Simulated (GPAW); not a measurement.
# NiS2 (Pnnm): the Ni K absorption edge, part 2 of 2

Aim: the near-edge shape at the Ni K edge of NiS2 (Pnnm), and what the core hole does to it.

GPAW 26.7.0; X-ray absorption from dipole matrix elements to empty bands, plane-wave PAW LDA.

So far. Step 2 (Ground state of the crystal): The mesh shows no gap, so the system is treated as a metal and the core electron is put at the Fermi level (neutral cell). Step 3 (Spectrum without a core hole, Ni atom 1): Main maxima below 30 eV (height): 0.6 eV (0.15), 7.1 eV (1.79), 19.8 eV (1.41), 23.6 eV (1.30) and 28.9 eV (1.13). A K edge sees empty p states.

## (5) Spectrum with XCH, Ni atom 1

The holes are 5.8 Å apart. In GPAW the data set carries the hole's charge, so charge=0 means a charged cell and charge=-1 a neutral one. The excited electron is kept in the cell, where it fills the lowest empty states and screens the hole. After the field has converged, empty bands are computed with the density fixed and the dipole matrix elements are summed.

Input file xas.py:

```python
import numpy as np
from ase import Atoms
from ase.parallel import parprint, paropen
from gpaw import GPAW, PW, FermiDirac, Mixer, MixerDif, setup_paths
from gpaw.test import gen
setup_paths.insert(0, '.')
gen('Ni', name='fch1s', xcname='LDA', corehole=(1, 0, 1), write_xml=True)
from gpaw.mpi import world
world.barrier()

atoms = Atoms('Ni4S8',
    cell=[[-4.61226221, 0, -3.56422082],
     [4.61226221, 0, -3.56422082],
     [0, -5.70340001, -3.56422082]],
    scaled_positions=[[0, 0, 0],
     [0.5, 0.5, 0],
     [0.75, 0.25, 0.5],
     [0.25, 0.75, 0.5],
     [0.03476014, 0.35526023, 0.10997963],
     [0.53476014, 0.85526023, 0.10997963],
     [0.10526023, 0.28476014, 0.60997963],
     [0.60526023, 0.78476014, 0.60997963],
     [0.89473977, 0.71523986, 0.39002037],
     [0.39473977, 0.21523986, 0.39002037],
     [0.46523986, 0.14473977, 0.89002037],
     [0.96523986, 0.64473977, 0.89002037]],
    magmoms=[2.0, 2.0, -2.0, -2.0, 0.0, 0.0, 0.0, 0.0, 0.0, 0.0, 0.0, 0.0],
    pbc=True)
atoms.calc = calc = GPAW(legacy_gpaw=True, mode=PW(430, force_complex_dtype=True), xc='LDA', setups={0: 'fch1s'},
    kpts={'size': (3, 3, 3), 'gamma': True}, occupations=FermiDirac(0.1),
    charge=-1, mixer=MixerDif(0.05, 8, 50), maxiter=150,
    convergence={'density': 0.0001, 'eigenstates': 1e-6}, txt='scf.txt')
energy = atoms.get_potential_energy() + calc.get_reference_energy()
ef = calc.get_fermi_level()
out = dict(energy=energy, fermi=ef, forces=atoms.get_forces().tolist(), magmoms=atoms.get_magnetic_moments().tolist())
parprint(f'all-electron energy {energy:.4f} eV, Fermi level {ef:.4f} eV')
ev = np.array([[calc.get_eigenvalues(k, s) for k in range(len(calc.get_ibz_k_points()))] for s in range(calc.get_number_of_spins())])
out['homo'], out['lumo'], out['counts'] = ev[ev < ef].max(), ev[ev > ef].min(), sorted(set((ev < ef).sum((0, 2)).tolist()))
out['filled'] = (ev[:, 0] < ef).sum(1).tolist()

from ase.units import Ha
from gpaw.xas import dipole_matrix_elements
nb = int(calc.get_number_of_electrons() / 2) + 134
top, nb = nb, nb + 8 + nb // 12
nscf = calc.fixed_density(kpts={'size': (4, 4, 4), 'gamma': True}, nbands=nb,
    convergence={'bands': top, 'eigenstates': 5e-3}, maxiter=60, txt='nscf.txt')
cell = atoms.cell.array
ops = [cell.T @ U.T @ np.linalg.inv(cell.T) for U in nscf.wfs.kd.symmetry.op_scc]
E = np.arange(-6, 34, 0.1)
fwhm = np.interp(E, [4, 25], [1.44, 3.5])
Y, X, zero, highest = 0, 0, 1e9, 1e9
for spin in range(nscf.get_number_of_spins()):
    wfs = nscf.wfs
    mine = wfs.bd.get_slice()  # this rank's bands
    A = dipole_matrix_elements(wfs.setups[0])
    eps = np.zeros((wfs.kd.nibzkpts, nb))
    d = np.zeros((3, A.shape[1], wfs.kd.nibzkpts, nb), complex)
    for kpt in wfs.kpt_u:
        if kpt.s == spin and 0 in kpt.P_ani:
            eps[kpt.k, mine] = kpt.eps_n * Ha
            d[:, :, kpt.k, mine] = (kpt.weight * wfs.nspins / 2) ** 0.5 * np.inner(A, kpt.P_ani[0])
    world.sum(eps)
    world.sum(d)
    T = np.einsum('amkn,bmkn->abkn', d, d.conj()).real
    T = sum(np.einsum('ai,ijkn,bj->abkn', R, T, R) for R in ops) / len(ops)
    empty = eps > ef
    zero, highest = min(zero, eps[empty].min()), min(highest, eps[:, top - 1].min())
    lines = [(eps, T, empty)] if spin == 0 else lines + [(eps, T, empty)]
for eps, T, empty in lines:
    f = np.einsum('aakn->akn', T).reshape(3, -1)
    x = eps.ravel() - zero
    w = np.interp(x, E, fwhm) / 2.35482
    g = np.exp(-0.5 * ((E[:, None] - x) / w) ** 2) / (w * (2 * np.pi) ** 0.5)
    Y = Y + (f * empty.ravel()) @ g.T
    X = X + (f * ~empty.ravel()) @ g.T
out.update(E=E.round(2).tolist(), xas=Y.tolist(), xes=X.tolist(), zero=zero, valid=highest - zero, nk=len(eps), nb=nb)
for i in range(0, len(E), 10):
    parprint(f'{E[i]:7.2f}', *(f'{v:10.3e}' for v in Y[:, i]))
import json
with paropen('out.json', 'w') as f:
    json.dump(out, f)
```

Launch:

```console
$ OMP_NUM_THREADS=1 mpirun -n 4 gpaw python xas.py
```

Numbers of over 12 decimals in the logs are rounded to 6 here.

The log of the run:

```text
Input parameters:
  charge: -1
  convergence: {density: 0.0001,
                eigenstates: 1e-06}
  kpts: {gamma: True,
         size: (3, 3, 3)}
  maxiter: 150
  mixer: {backend: pulay,
          beta: 0.05,
          method: difference,
          nmaxold: 8,
          weight: 50}
  mode: {ecut: 430.0,
         force_complex_dtype: True,
         name: pw}
  occupations: {fixmagmom: False,
                name: fermi-dirac,
                width: 0.1}
  setups: {0: fch1s}

Initialize ...

[... PAW data sets ...]

Reference energy: -243442.667380  # eV

Spin-polarized calculation.
Initial magnetic moment: 0.000000

[... convergence settings ...]
Symmetries present (total): 4
  [... symmetry matrices ...]

27 k-points: 3 x 3 x 3 Monkhorst-Pack grid
10 k-points in the irreducible part of the Brillouin zone
       k-points in crystal coordinates                weights
   0:     0.00000000    0.00000000    0.00000000          1/27
   1:     0.00000000    0.00000000    0.33333333          2/27
   2:     0.33333333   -0.33333333   -0.33333333          2/27
   3:     0.33333333   -0.33333333    0.00000000          2/27
   4:     0.33333333   -0.33333333    0.33333333          2/27
   5:     0.33333333    0.00000000   -0.33333333          4/27
   6:     0.33333333    0.00000000    0.00000000          4/27
   7:     0.33333333    0.00000000    0.33333333          4/27
   8:     0.33333333    0.33333333    0.00000000          4/27
   9:     0.33333333    0.33333333    0.33333333          2/27

Wave functions: Plane wave expansion
  Cutoff energy: 430.000 eV
  Number of coefficients (min, max): 3777, 3813
  Pulay-stress correction: 0.000000 eV/Ang^3 (de/decut=0.000000)
  Using FFTW library
  Wavefunction extrapolation:
    Improved wavefunction reuse through dual PAW basis

Occupation numbers: Fermi-Dirac:
  width: 0.1000  # eV

Eigensolver
   Davidson(niter=2)

Densities:
  Coarse grid: 35*35*35 grid
  Fine grid: 70*70*70 grid
  Total Charge: 0.000000

Density mixing:
  Method: difference
  Backend: pulay
  Linear mixing parameter: 0.05
  old densities: 8
  Width of damping distribution: 1.1
  Damping of long wavelength oscillations: 50

[... Hamiltonian set-up ...]
Number of atoms: 12
Number of atomic orbitals: 80
Number of bands in calculation: 72
Number of valence electrons: 113
Bands to converge: occupied

... initialized

Initializing position-dependent things.

Density initialized from atomic densities
Creating initial wave functions:
  72 bands from LCAO basis set

                Ni

                   S

                Ni

             S
                S  S
         Ni         Ni

         S   S
                S

         S

Atomic positions and initial magnetic moments

Positions:
   0 Ni     0.000000    0.000000    0.000000    ( 0.0000,  0.0000,  2.0000)
   1 Ni     0.000000    0.000000   -3.564221    ( 0.0000,  0.0000,  2.0000)
   2 Ni    -2.306131   -2.851700   -5.346331    ( 0.0000,  0.0000, -2.0000)
   3 Ni     2.306131   -2.851700   -5.346331    ( 0.0000,  0.0000, -2.0000)
   4 S      1.478230   -0.627258   -1.782110    ( 0.0000,  0.0000,  0.0000)
   5 S      1.478230   -0.627258   -5.346331    ( 0.0000,  0.0000,  0.0000)
   6 S      0.827901   -3.478958   -3.564221    ( 0.0000,  0.0000,  0.0000)
   7 S      0.827901   -3.478958   -7.128442    ( 0.0000,  0.0000,  0.0000)
   8 S     -0.827901   -2.224442   -7.128442    ( 0.0000,  0.0000,  0.0000)
   9 S     -0.827901   -2.224442   -3.564221    ( 0.0000,  0.0000,  0.0000)
  10 S     -1.478230   -5.076142   -5.346331    ( 0.0000,  0.0000,  0.0000)
  11 S     -1.478230   -5.076142   -8.910552    ( 0.0000,  0.0000,  0.0000)

Unit cell:
           periodic     x           y           z      points  spacing
  1. axis:    yes   -4.612262    0.000000   -3.564221    35     0.1445
  2. axis:    yes    4.612262    0.000000   -3.564221    35     0.1445
[...]
External:        +0.000000
XC:            -128.756135
Entropy (-ST):   -0.303203
Local:           +0.392835
SIC:             +0.000000
--------------------------
Free energy:   -119.457388
Extrapolated:  -119.305787

Spin contamination: 0.015943 electrons
Showing only first 2 kpts
                      Up                     Down
 Kpt  Band  Eigenvalues  Occupancy  Eigenvalues  Occupancy
  0    54      7.46516    0.24265      7.46019    0.25190
  0    55      7.56676    0.10394      7.56061    0.10981
  0    56      7.91979    0.00339      7.91331    0.00361
  0    57      8.54924    0.00001      8.54948    0.00001

  1    54      6.88888    0.99029      6.88746    0.99042
  1    55      7.39836    0.38458      7.39411    0.39468
  1    56      8.37913    0.00003      8.37409    0.00004
  1    57      8.62845    0.00000      8.62573    0.00000

Fermi level: 7.35134

No gap
No difference between direct/indirect transitions

Forces in eV/Ang:
  0 Ni    0.00000    0.00000    0.00000
  1 Ni    0.00000    0.00000    0.00000
  2 Ni    0.00000    0.00000   -0.04435
  3 Ni    0.00000    0.00000    0.04435
  4 S     0.02254   -0.27015   -0.40568
  5 S     0.02254   -0.27015    0.40568
  6 S     0.58716    0.48950    0.00000
  7 S     0.37882   -0.02542    0.00000
  8 S    -0.58716   -0.48950    0.00000
  9 S    -0.37882    0.02542    0.00000
 10 S    -0.02254    0.27015   -0.40568
 11 S    -0.02254    0.27015    0.40568
Scalar-relativistic atomic LDA calculation for Ni (Nickel, Z=28)
Core hole in 1s state (1s occupation: 1.0)
600 radial gridpoints.
|------------------------------------------------|
|------------------------------------------------|
[... the atom generator's iteration count ...]

Energy contributions:
-------------------------
Kinetic:    +1223.879998
XC:           -53.069850
Potential:  -2381.487479
-------------------------
Total:      -1210.677332

state      eigenvalue         ekin         rmax
-----------------------------------------------
1s^1.0 :  -313.251645   396.006150        0.035
2s^2.0 :   -38.906168    76.597504        0.200
2p^6.0 :   -34.441347    76.049442        0.159
3s^2.0 :    -4.869961    17.150216        0.620
3p^6.0 :    -3.433483    15.489639        0.618
3d^8.0 :    -0.952222    10.900287        0.583
4s^2.0 :    -0.570148     1.970813        1.987
4p^0.0 :    -0.336120     1.272665        2.418
-----------------------------------------------
(units: Bohr and Hartree)

Generating PAW setup
Kinetic energy of the core from tauc = 1048.795935
Cutoffs:
rc(s)=2.200
rc(p)=2.280
rc(d)=2.150
rc(vbar)=2.220
rc(comp)=2.180
rc(nct)=2.280

Kinetic energy of the core states: 1039.798244
Charge: 1.0
Core electrons: 11.0
Valence electrons: 16.0
Pseudo-core charge: 0.029719
Shape function alpha=2.104
Pseudo-electron charge 3.652668
state    eigenvalue         norm
--------------------------------
4s(2) :    -0.570148     1.118509
*s    :     0.429852
3p(6) :    -3.433483     0.035119
4p(0) :    -0.336120     1.018635
3d(8) :    -0.952222     0.146902
*d    :     0.047778
--------------------------------

Diagonalizing with gridspacing h=0.050

state   all-electron     PAW
-------------------------------
4s:      -0.570148    -0.570533
3p:      -3.433483    -3.434132
3d:      -0.952222    -0.952912
*f:                   -0.019534
-------------------------------
<dir> UserWarning: Initial realspace grid (28,28,35) inconsistent with symmetries.
  warnings.warn(
<dir> UserWarning: Using symmetrized grid: (35,35,35).

  warnings.warn('Using symmetrized grid: ({},{},{}).\n'.format(*N_c))
<dir> UserWarning: Initial realspace grid (28,28,35) inconsistent with symmetries.
  warnings.warn(
<dir> UserWarning: Initial realspace grid (28,28,35) inconsistent with symmetries.
  warnings.warn(
<dir> UserWarning: Initial realspace grid (28,28,35) inconsistent with symmetries.
  warnings.warn(
<dir> UserWarning: Using symmetrized grid: (35,35,35).

  warnings.warn('Using symmetrized grid: ({},{},{}).\n'.format(*N_c))
<dir> UserWarning: Using symmetrized grid: (35,35,35).

  warnings.warn('Using symmetrized grid: ({},{},{}).\n'.format(*N_c))
<dir> UserWarning: Using symmetrized grid: (35,35,35).

  warnings.warn('Using symmetrized grid: ({},{},{}).\n'.format(*N_c))
all-electron energy -243561.9732 eV, Fermi level 7.3513 eV
  -6.00  4.983e-30  4.463e-30  8.106e-30
  -5.00  1.430e-23  1.330e-23  2.382e-23
  -4.00  2.895e-18  2.831e-18  4.950e-18
  -3.00  4.199e-14  4.374e-14  7.358e-14
  -2.00  4.499e-11  5.051e-11  7.993e-11
  -1.00  3.787e-09  4.645e-09  6.623e-09
  -0.00  2.849e-08  3.929e-08  4.625e-08
[...]
31.00  3.342e-07  3.612e-07  3.214e-07
  32.00  3.318e-07  3.518e-07  3.068e-07
  33.00  3.207e-07  3.253e-07  3.103e-07
[key lines of the parts left out:]
Converged after 24 iterations.
Dipole moment: (-0.000000, 0.000000, -0.000000) |e|*Ang
```

Elapsed: 2.7 min, on 4 MPI ranks of Intel Xeon 6975P-C (Granite Rapids), shared host; peak memory 0.75 GiB.

The Ni K spectrum, Ni atom 1, excited-electron core hole (neutral cell) (energy from the lowest empty level; intensity scaled to a mean of 1 over the first 20 eV; polarised curves are means over the symmetry-equivalent atoms):

```csv
E (eV),isotropic,ε ∥ x,ε ∥ y,ε ∥ z
-2.0,0.00,0.00,0.00,0.00
-1.0,0.01,0.01,0.01,0.02
0.0,0.11,0.08,0.11,0.13
1.0,0.13,0.12,0.14,0.13
2.0,0.14,0.19,0.10,0.13
3.0,0.07,0.09,0.05,0.07
4.0,0.19,0.24,0.15,0.16
5.0,0.63,0.66,0.73,0.50
6.0,1.36,1.35,1.33,1.41
7.0,1.88,1.82,1.45,2.38
8.0,1.57,1.57,1.49,1.65
9.0,1.28,1.40,1.53,0.92
10.0,1.20,1.34,1.44,0.82
11.0,1.15,1.30,1.24,0.91
12.0,1.10,1.15,1.06,1.08
13.0,1.12,1.05,1.03,1.29
14.0,1.12,0.96,1.08,1.31
15.0,1.16,0.98,1.15,1.34
16.0,1.23,1.16,1.20,1.31
17.0,1.27,1.35,1.26,1.20
18.0,1.32,1.40,1.32,1.22
19.0,1.34,1.33,1.34,1.37
20.0,1.30,1.19,1.27,1.43
21.0,1.21,1.13,1.19,1.32
22.0,1.18,1.21,1.15,1.18
23.0,1.19,1.30,1.17,1.11
24.0,1.19,1.29,1.19,1.07
25.0,1.11,1.17,1.15,1.02
26.0,1.03,1.01,1.08,1.00
27.0,1.00,0.90,1.05,1.06
28.0,1.01,0.87,1.04,1.13
29.0,1.02,0.90,1.04,1.13
30.0,1.00,0.94,1.04,1.03
31.0,0.98,0.96,1.04,0.93
32.0,0.95,0.95,1.01,0.88
```

Main maxima below 30 eV (height): 2.0 eV (0.14), 7.0 eV (1.88) and 18.9 eV (1.34). 

The total-energy difference is 8311.72 eV.

## (6) Spectrum with XCH, Ni atom 1

A test of how far the result depends on this setting.

Changed against the first core-hole run: broadening from Gaussian full width 1.44 eV up to 4 eV, rising linearly to 3.5 eV at 25 eV to Gaussian full width 0.5 eV up to 4 eV, rising linearly to 1.5 eV at 25 eV.

Edit xas.py of step 5 so:

```diff
@@ -49,3 +49,3 @@
 E = np.arange(-6, 34, 0.1)
-fwhm = np.interp(E, [4, 25], [1.44, 3.5])
+fwhm = np.interp(E, [4, 25], [0.5, 1.5])
 Y, X, zero, highest = 0, 0, 1e9, 1e9
```

The log of the run:

```text
Input parameters:
  charge: -1
  convergence: {density: 0.0001,
                eigenstates: 1e-06}
  kpts: {gamma: True,
         size: (3, 3, 3)}
  maxiter: 150
  mixer: {backend: pulay,
          beta: 0.05,
          method: difference,
          nmaxold: 8,
          weight: 50}
  mode: {ecut: 430.0,
         force_complex_dtype: True,
         name: pw}
  occupations: {fixmagmom: False,
[...]
warnings.warn(
<dir> UserWarning: Using symmetrized grid: (35,35,35).

  warnings.warn('Using symmetrized grid: ({},{},{}).\n'.format(*N_c))
all-electron energy -243561.9732 eV, Fermi level 7.3513 eV
  -6.00 5.864e-183 1.613e-183 3.865e-183
  -5.00 6.109e-130 2.034e-130 4.956e-130
  -4.00  1.587e-86  6.848e-87  1.580e-86
  -3.00  1.080e-52  6.245e-53  1.289e-52
[...]
32.00  3.236e-07  3.769e-07  2.660e-07
  33.00  3.417e-07  3.459e-07  3.490e-07
[key lines of the parts left out:]
Converged after 24 iterations.
Dipole moment: (-0.000000, 0.000000, -0.000000) |e|*Ang
Free energy:   -119.457388
Fermi level: 7.35134
```

The job ended after 2.8 min (4 MPI ranks; peak memory 0.74 GiB; 11 min of CPU time).

```csv
E (eV),first run,this run
-2.0,0.00,0.00
-1.0,0.01,0.00
0.0,0.11,0.15
1.0,0.13,0.08
2.0,0.14,0.20
3.0,0.07,0.00
4.0,0.19,0.13
5.0,0.63,0.57
6.0,1.36,1.25
7.0,1.88,2.33
8.0,1.57,1.39
9.0,1.28,1.42
10.0,1.20,1.22
11.0,1.15,1.20
12.0,1.10,0.89
13.0,1.12,1.35
14.0,1.12,0.96
15.0,1.16,1.18
16.0,1.23,1.26
17.0,1.27,1.24
18.0,1.32,1.28
19.0,1.34,1.45
20.0,1.30,1.36
21.0,1.21,1.14
22.0,1.18,1.06
23.0,1.19,1.24
24.0,1.19,1.37
25.0,1.11,1.13
26.0,1.03,0.90
27.0,1.00,0.97
28.0,1.01,1.04
29.0,1.02,1.07
30.0,1.00,1.00
31.0,0.98,0.96
32.0,0.95,0.93
```

The scaled spectrum changes by 11 % r.m.s. The highest intensity below 24 eV goes from 7.0 eV (1.88) to 7.0 eV (2.33).

The photon energy of the zero moves by +0.00 eV.

## (7) What the core hole does

Both curves are counted from their own zero, so only the shift of weight within the empty states shows.

```csv
E (eV),no hole,XCH
-2.0,0.00,0.00
-1.0,0.01,0.01
0.0,0.12,0.11
1.0,0.14,0.13
2.0,0.13,0.14
3.0,0.07,0.07
4.0,0.17,0.19
5.0,0.56,0.63
6.0,1.22,1.36
7.0,1.78,1.88
8.0,1.53,1.57
9.0,1.31,1.28
10.0,1.24,1.20
11.0,1.16,1.15
12.0,1.13,1.10
13.0,1.13,1.12
14.0,1.14,1.12
15.0,1.17,1.16
16.0,1.25,1.23
17.0,1.34,1.27
18.0,1.35,1.32
19.0,1.38,1.34
20.0,1.41,1.30
21.0,1.34,1.21
22.0,1.27,1.18
23.0,1.28,1.19
24.0,1.29,1.19
25.0,1.22,1.11
26.0,1.14,1.03
27.0,1.10,1.00
28.0,1.12,1.01
29.0,1.13,1.02
30.0,1.11,1.00
31.0,1.08,0.98
32.0,1.07,0.95
```

With each curve scaled to its own mean, the area from −2 to 6 eV with the hole is 1.9 against 1.7, and the centre of weight from −1 to 20 eV moves by -0.2 eV (first and strongest maxima below 20 eV: 0.6 eV (0.15), 7.1 eV (1.79) and 19.8 eV (1.41) without the hole, 2.0 eV (0.14), 7.0 eV (1.88) and 18.9 eV (1.34) with it), a small effect on these measures.

## (8) What came out

| Quantity | Value |
| --- | --- |
| absorber and edge | Ni K, atom 1 of the ground-state input (counted from 1) |
| surroundings | 2 S at 2.37 Å and 4 S at 2.40 Å (octahedral, site symmetry 2/m) |
| highest intensity below 24 eV | 7.0 eV above the zero, height 1.88 |
| photon energy of the zero (spin-polarised hole, raw) | 8311.7 eV (LDA puts this hole about 18 eV below PBE, itself good to a few eV) |

In words: The Ni K edge of atom 1, with 2 S at 2.37 Å and 4 S at 2.40 Å (octahedral, site symmetry 2/m), has its highest intensity of the first 24 eV at 7.0 eV above the zero, near 8319 eV in photon energy (LDA puts this hole about 18 eV below PBE, itself good to a few eV), 1.9 times the mean level of the first 20 eV (Gaussian full width 1.44 eV up to 4 eV, rising linearly to 3.5 eV at 25 eV). With each curve scaled to its own mean, the area from −2 to 6 eV with the hole is 1.9 against 1.7, and the centre of weight from −1 to 20 eV moves by -0.2 eV (first and strongest maxima below 20 eV: 0.6 eV (0.15), 7.1 eV (1.79) and 19.8 eV (1.41) without the hole, 2.0 eV (0.14), 7.0 eV (1.88) and 18.9 eV (1.34) with it), a small effect on these measures. Changing the broadening from Gaussian full width 1.44 eV up to 4 eV, rising linearly to 3.5 eV at 25 eV to Gaussian full width 0.5 eV up to 4 eV, rising linearly to 1.5 eV at 25 eV alters the shape by 11 % r.m.s., a modest effect on the whole. At the Ni K edge of atom 1 polarisation matters most near 7.0 eV, where the curves differ by 0.9 on this scale. The strongest dipole feature below the main edge lies at 2.0 eV (height 0.14); the site has an inversion centre, so it comes from p states mixed with the neighbours' empty states, not from local p–d mixing. 1 further run of this session is left out of this account as redundant. The hole lies in one spin channel, while the script sums the empty states of both and takes the lower zero; where the two channels are split, this blurs and shifts the curve. The unit cell's mesh shows no gap over 0.35 eV. That is right for a metallic compound; for a small-gap or correlated insulator it would be the fault of the functional or of the assumed magnetic order, and the hole would be screened too well. Quadrupole 1s→3d transitions, which feed the pre-edge, are not in the dipole spectrum. The starting moments shrank to 0.00 μB or less, so this is hardly a magnetic state. The holes are only 5.8 Å apart, so the shape is probably not converged with cell size; no larger cell was run here. The mesh is coarse (0.31 Å⁻¹ between points), so small maxima may be mesh ripples. Lifetime broadening is put in by hand, and intensities beyond about 20 eV depend on it and on the partial waves. The structure is a computed Materials Project entry and may be a hypothetical form.

[Banner, clock and machine lines of the logs are left out without a mark of their own.]

[Logs are printed without paths, hosts, clocks, repeated set-up lines and the standing remarks that a program may print on its own settings, such as how far it seeks lower states.]

[Hosts, paths, dates, database ids (printed as entryN), source tags and the programs' standing remarks are cut or masked in the printed files.]

[Lists of maxima count a maximum above −3 eV only where it reaches 4 % of the highest in the window and stands out from its surroundings by 2 % of it (1.5 % where it reaches 55 %); shoulders and weaker maxima are passed over, and of the rest the first, up to two pre-edge ones and the few strongest are named.]
